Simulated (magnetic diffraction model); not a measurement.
**Which magnetic order? HoAl₈SiAu₄**

Space group I4/mmm (no. 139), a = 6.0020 Å, c = 28.5730 Å.

```csv
site,atom,x,y,z
2b,Au,1/2,1/2,0
8g,Au,0,1/2,0.3930
2a,Au,0,0,0
4e,Au,1/2,1/2,0.2953
4d,Ho,1/2,0,1/4
4e,Si,1/2,1/2,0.2076
16m,Al,0.2498,0.7502,0.0522
16m,Al,0.2549,0.7451,0.1565
```

This is a made-up structure (elements placed in a structure type, unrelaxed), so the numbers test the method and describe no known phase.

Only Ho is taken to order (form factors of Ho3+); orders and moment sizes are assumed, and not adapted to the symmetry. Radiation: neutrons of λ = 2.36 Å, 8° to 70°; isotropic B of 0.34 Å² (Au), 0.47 Å² (Ho), 0.8 Å² (Si) and 0.81 Å² (Al). The intensities are simulated: I ∝ L Σ (|F_N|² + |F_M⊥|²) for unpolarised neutrons, with F_M = 2.695 fm/μB × Σ f(s) S exp(2πi Q·r) exp(−B s²) at Q = H ± k (one set where k and −k are equivalent), only the part normal to Q counting and L = 1/(sin²θ cos θ). For collinear order S is the moment m, which repeats by lattice and centring translations R with the sign exp(−2πi k·R). Form factors are spin-only for 3d ions and dipole or tabulated for f ions, scattering lengths are Sears's of 1992, and absorption is left out. A label names one of the reflections at its angle. The strongest nuclear line in the range is 100, and lines under 0.2 are left out.

Above the ordering temperature:

```tsv
2θ (°)	index	I
9.48	(0 0 2)	0.7
26.88	(1 0 3)	1.2
32.29	(1 1 0)	1.1
33.13	(1 0 5)	1.7
33.72	(1 1 2)	0.7
37.74	(1 1 4)	38.1
38.58	(0 0 8)	0.9
40.93	(1 0 7)	1.1
43.73	(1 1 6)	58.9
46.31	(2 0 0)	9.1
47.38	(2 0 2)	11.4
49.73	(1 0 9)	0.2
50.49	(2 0 4)	11.3
51.16	(1 1 8)	18.4
52.41	(2 1 1)	0.2
54.35	(2 1 3)	1.2
55.39	(2 0 6)	14.6
58.12	(2 1 5)	1.4
59.72	(1 1 10)	8.1
61.80	(2 0 8)	42.2
63.49	(2 1 7)	0.7
67.57	(2 2 0)	100.0
```
(The table stops after 22 lines; 3 more lie at higher angle.)

Below it (cell unchanged):

```
2θ (°)     I
  9.48   0.7
 11.53   2.9
 13.35  14.7
 16.39  17.9
 20.13  15.4
 24.27  11.9
 25.51  22.1
 26.40  20.9
 26.88   1.2
 28.11  18.9
 28.66   9.1
 30.50  16.4
 32.29   1.1
 33.13   1.7
 33.22   7.0
 33.46  13.8
 33.72   0.7
 35.08   0.3
 36.41   0.7
 36.85  11.5
 37.74  38.1
 37.93   5.5
 38.35   1.1
 38.58   0.9
 40.60   9.5
 40.80   1.5
 40.93   1.1
 41.59   3.0
 42.18   3.1
 42.76   4.3
 43.33   3.3
 43.71   1.6
 43.73  58.9
 44.64   7.9
 45.01   3.4
 46.31   9.1
```
(The table stops after 36 lines; 54 more lie at higher angle.)

**Question.** Check that the new lines index with k = (1/2 0 1/2), then choose among these models:
A. collinear moments along [100], 8.4 μB on Ho; signs + at (1/2, 0, 1/4), − at (0, 1/2, 1/4)
B. collinear moments along [010], 8.4 μB on Ho; signs + at (1/2, 0, 1/4), + at (0, 1/2, 1/4)
C. collinear moments along [010], 8.4 μB on Ho; signs + at (1/2, 0, 1/4), − at (0, 1/2, 1/4)
D. collinear moments along [100], 8.4 μB on Ho; signs + at (1/2, 0, 1/4), + at (0, 1/2, 1/4)

The new lines index as (1/2 0 1/2) at 11.53°, (1/2 0 -3/2) at 13.35°, (1/2 0 5/2) at 16.39° and (1/2 0 -7/2) at 20.13°, that is as H ± k with k = (1/2 0 1/2), one of 4 inequivalent arms of its star (k and −k counted as one), which a powder can't tell apart. Half indices mean that the moments reverse under translations with k·R a half-integer, and the magnetic cell has twice the primitive volume.

Magnetic intensity, observed (below minus above) and for each model:

| 2θ (°) | index | observed | A | B | C | D |
| --- | --- | --- | --- | --- | --- | --- |
| 11.53 | (1/2 0 1/2) | 2.9 | 2.9 | 69.7 | 69.7 | 2.9 |
| 13.35 | (1/2 0 -3/2) | 14.7 | 14.7 | 51.9 | 51.9 | 14.7 |
| 16.39 | (1/2 0 5/2) | 17.9 | 17.9 | 34.2 | 34.2 | 17.9 |
| 25.51 | (1/2 1 -1/2) | 22.1 | 22.1 | 5.7 | 5.7 | 22.1 |
| 26.40 | (1/2 1 3/2) | 20.9 | 20.9 | 6.7 | 6.7 | 20.9 |
| 28.11 | (1/2 1 -5/2) | 18.9 | 18.9 | 7.8 | 7.8 | 18.9 |
| 30.50 | (1/2 1 7/2) | 16.4 | 16.4 | 8.4 | 8.4 | 16.4 |
| 34.39 | (3/2 0 -1/2) | <0.2 | <0.2 | 7.4 | 7.4 | <0.2 |

Models A and D match alike on every line, so these data can't choose among them (such ties are often domains of one structure).

The absence at (3/2 0 -1/2) is telling: Q lies nearly along the moments there, so the part normal to Q vanishes.

The structure used: k = (1/2 0 1/2), collinear moments along [100], 8.4 μB on Ho; signs + at (1/2, 0, 1/4), − at (0, 1/2, 1/4).

[Logs are printed without paths, hosts, clocks, repeated set-up lines and the standing remarks that a program may print on its own settings, such as how far it seeks lower states.]
